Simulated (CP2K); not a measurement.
Consider vinyl fluoride at its PBE geometry (Å).

```xyz
6

C    -0.7060   -0.0738    0.0037
C     0.6031    0.1437   -0.0145
F     1.5038   -0.8704    0.1438
H    -1.1203   -1.0697    0.1473
H    -1.3824    0.7673   -0.1279
H     1.1018    1.1030   -0.1525
```

Method: CP2K XAS_TDP, all-electron GAPW, PBEh(45%), aug-cc-pVTZ, TDA, GW2X-corrected core level, no relativity.

Q: Predict the bright core excitations at the C K edge.

Leading lines: C1 285.75 eV and C2 287.82 eV. The leading line of an atom is its first one with 35 % of the strongest within 2.5 eV of its lowest line over the strength cut. Core ionisation energies at this level: C1 290.83 and C2 293.36 eV.

The first six lines of each atom with a strength over 0.0015:

| atom | energy (eV) | states | strength, one atom | above the computed threshold |
| --- | --- | --- | --- | --- |
| C1 (bonded to C and 2 H) | 285.75 | 1 | 0.0486 |  |
|  | 288.69 | 1 | 0.0076 |  |
|  | 289.15 | 1 | 0.0166 |  |
|  | 289.93 | 1 | 0.0034 |  |
|  | 290.10 | 1 | 0.0027 |  |
|  | 290.18 | 1 | 0.0062 |  |
| C2 (bonded to C, F and H) | 287.82 | 1 | 0.0618 |  |
|  | 290.65 | 1 | 0.0440 |  |
|  | 291.47 | 1 | 0.0132 |  |
|  | 292.13 | 1 | 0.0016 |  |
|  | 292.80 | 1 | 0.0027 |  |
|  | 293.43 | 1 | 0.0082 | yes |

Lines are vertical, at one geometry, with no vibrational structure. GW2X ionisation energies and lines can be off by 1 to 2 eV either way, and a good line position may hide errors that cancel. These values hold no scalar relativity, about 0.1 eV for C 1s. Rydberg lines, and the discretised continuum above threshold, depend on the basis and the box.

[Banner, clock and machine lines of the logs are left out without a mark of their own.]

[Logs are printed without paths, hosts, clocks, repeated set-up lines and the standing remarks that a program may print on its own settings, such as how far it seeks lower states.]

[Hosts, paths, dates, database ids (printed as entryN), source tags and the programs' standing remarks are cut or masked in the printed files.]
